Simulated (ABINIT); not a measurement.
Planning a run of ABINIT 10.8.3 on SrTiO3 (I4/mcm). The input:

```
acell 3*1.0 Angstrom
rprim 
  -2.755500000000 2.755500000000 3.898000000000
  2.755500000000 -2.755500000000 3.898000000000
  2.755500000000 2.755500000000 -3.898000000000
ntypat 3
znucl 38 22 8
natom 10
typat 1 1 2 2 3 3 3 3 3 3
xred 
  0.750000000000 0.250000000000 0.500000000000
  0.250000000000 0.750000000000 0.500000000000
  0.000000000000 0.000000000000 0.000000000000
  0.500000000000 0.500000000000 0.000000000000
  0.250000000000 0.250000000000 0.000000000000
  0.750000000000 0.750000000000 0.000000000000
  0.745100000000 0.245100000000 0.990200000000
  0.245100000000 0.254900000000 0.500000000000
  0.254900000000 0.754900000000 0.009800000000
  0.754900000000 0.745100000000 0.500000000000
pp_dirpath "pseudos"
pseudos "Sr.upf, Ti.upf, O.upf"
ecut 38
ngkpt 4 4 4
nshiftk 1
shiftk 0 0 0
kptopt 1
chksymbreak 0
iscf -2
irdden 1
istwfk *1
nband 123
nbdbuf 10
tolwfr 1e-09
nstep 60
prtvol 0
indata_prefix "in"
outdata_prefix "out"
tmpdata_prefix "tmp"
```

```sh
OMP_NUM_THREADS=1 mpirun -n 16 abinit run.abi > log
```

**Question.** How long will it take on 16 MPI ranks of Arm Neoverse V1, shared host, and how much memory?

It took 62 s; on shared hardware allow 31 s to 2.1 min. Peak host memory was 1.6 GiB.

[Paths, hosts, dates, memory and timing lines, banners, echoed tables and standing remarks are left out of the program output.]

[Logs are printed without paths, hosts, clocks, repeated set-up lines and the standing remarks that a program may print on its own settings, such as how far it seeks lower states.]

[Runs of the session that timed out or met a known fault of the program may be left out.]

[Hosts, paths, dates, database ids (printed as entryN), source tags and the programs' standing remarks are cut or masked in the printed files.]

[G0W0 gaps are taken among the corrected bands and points alone; a level outside them can change the order at an edge.]

[Where Ansatz stands beside ABINIT at settings called matched, ABINIT's density can come from a denser mesh and the files from another edition; pairs whose starting gaps differed by over 0.03 eV were left out, so agreement reads better than it is.]
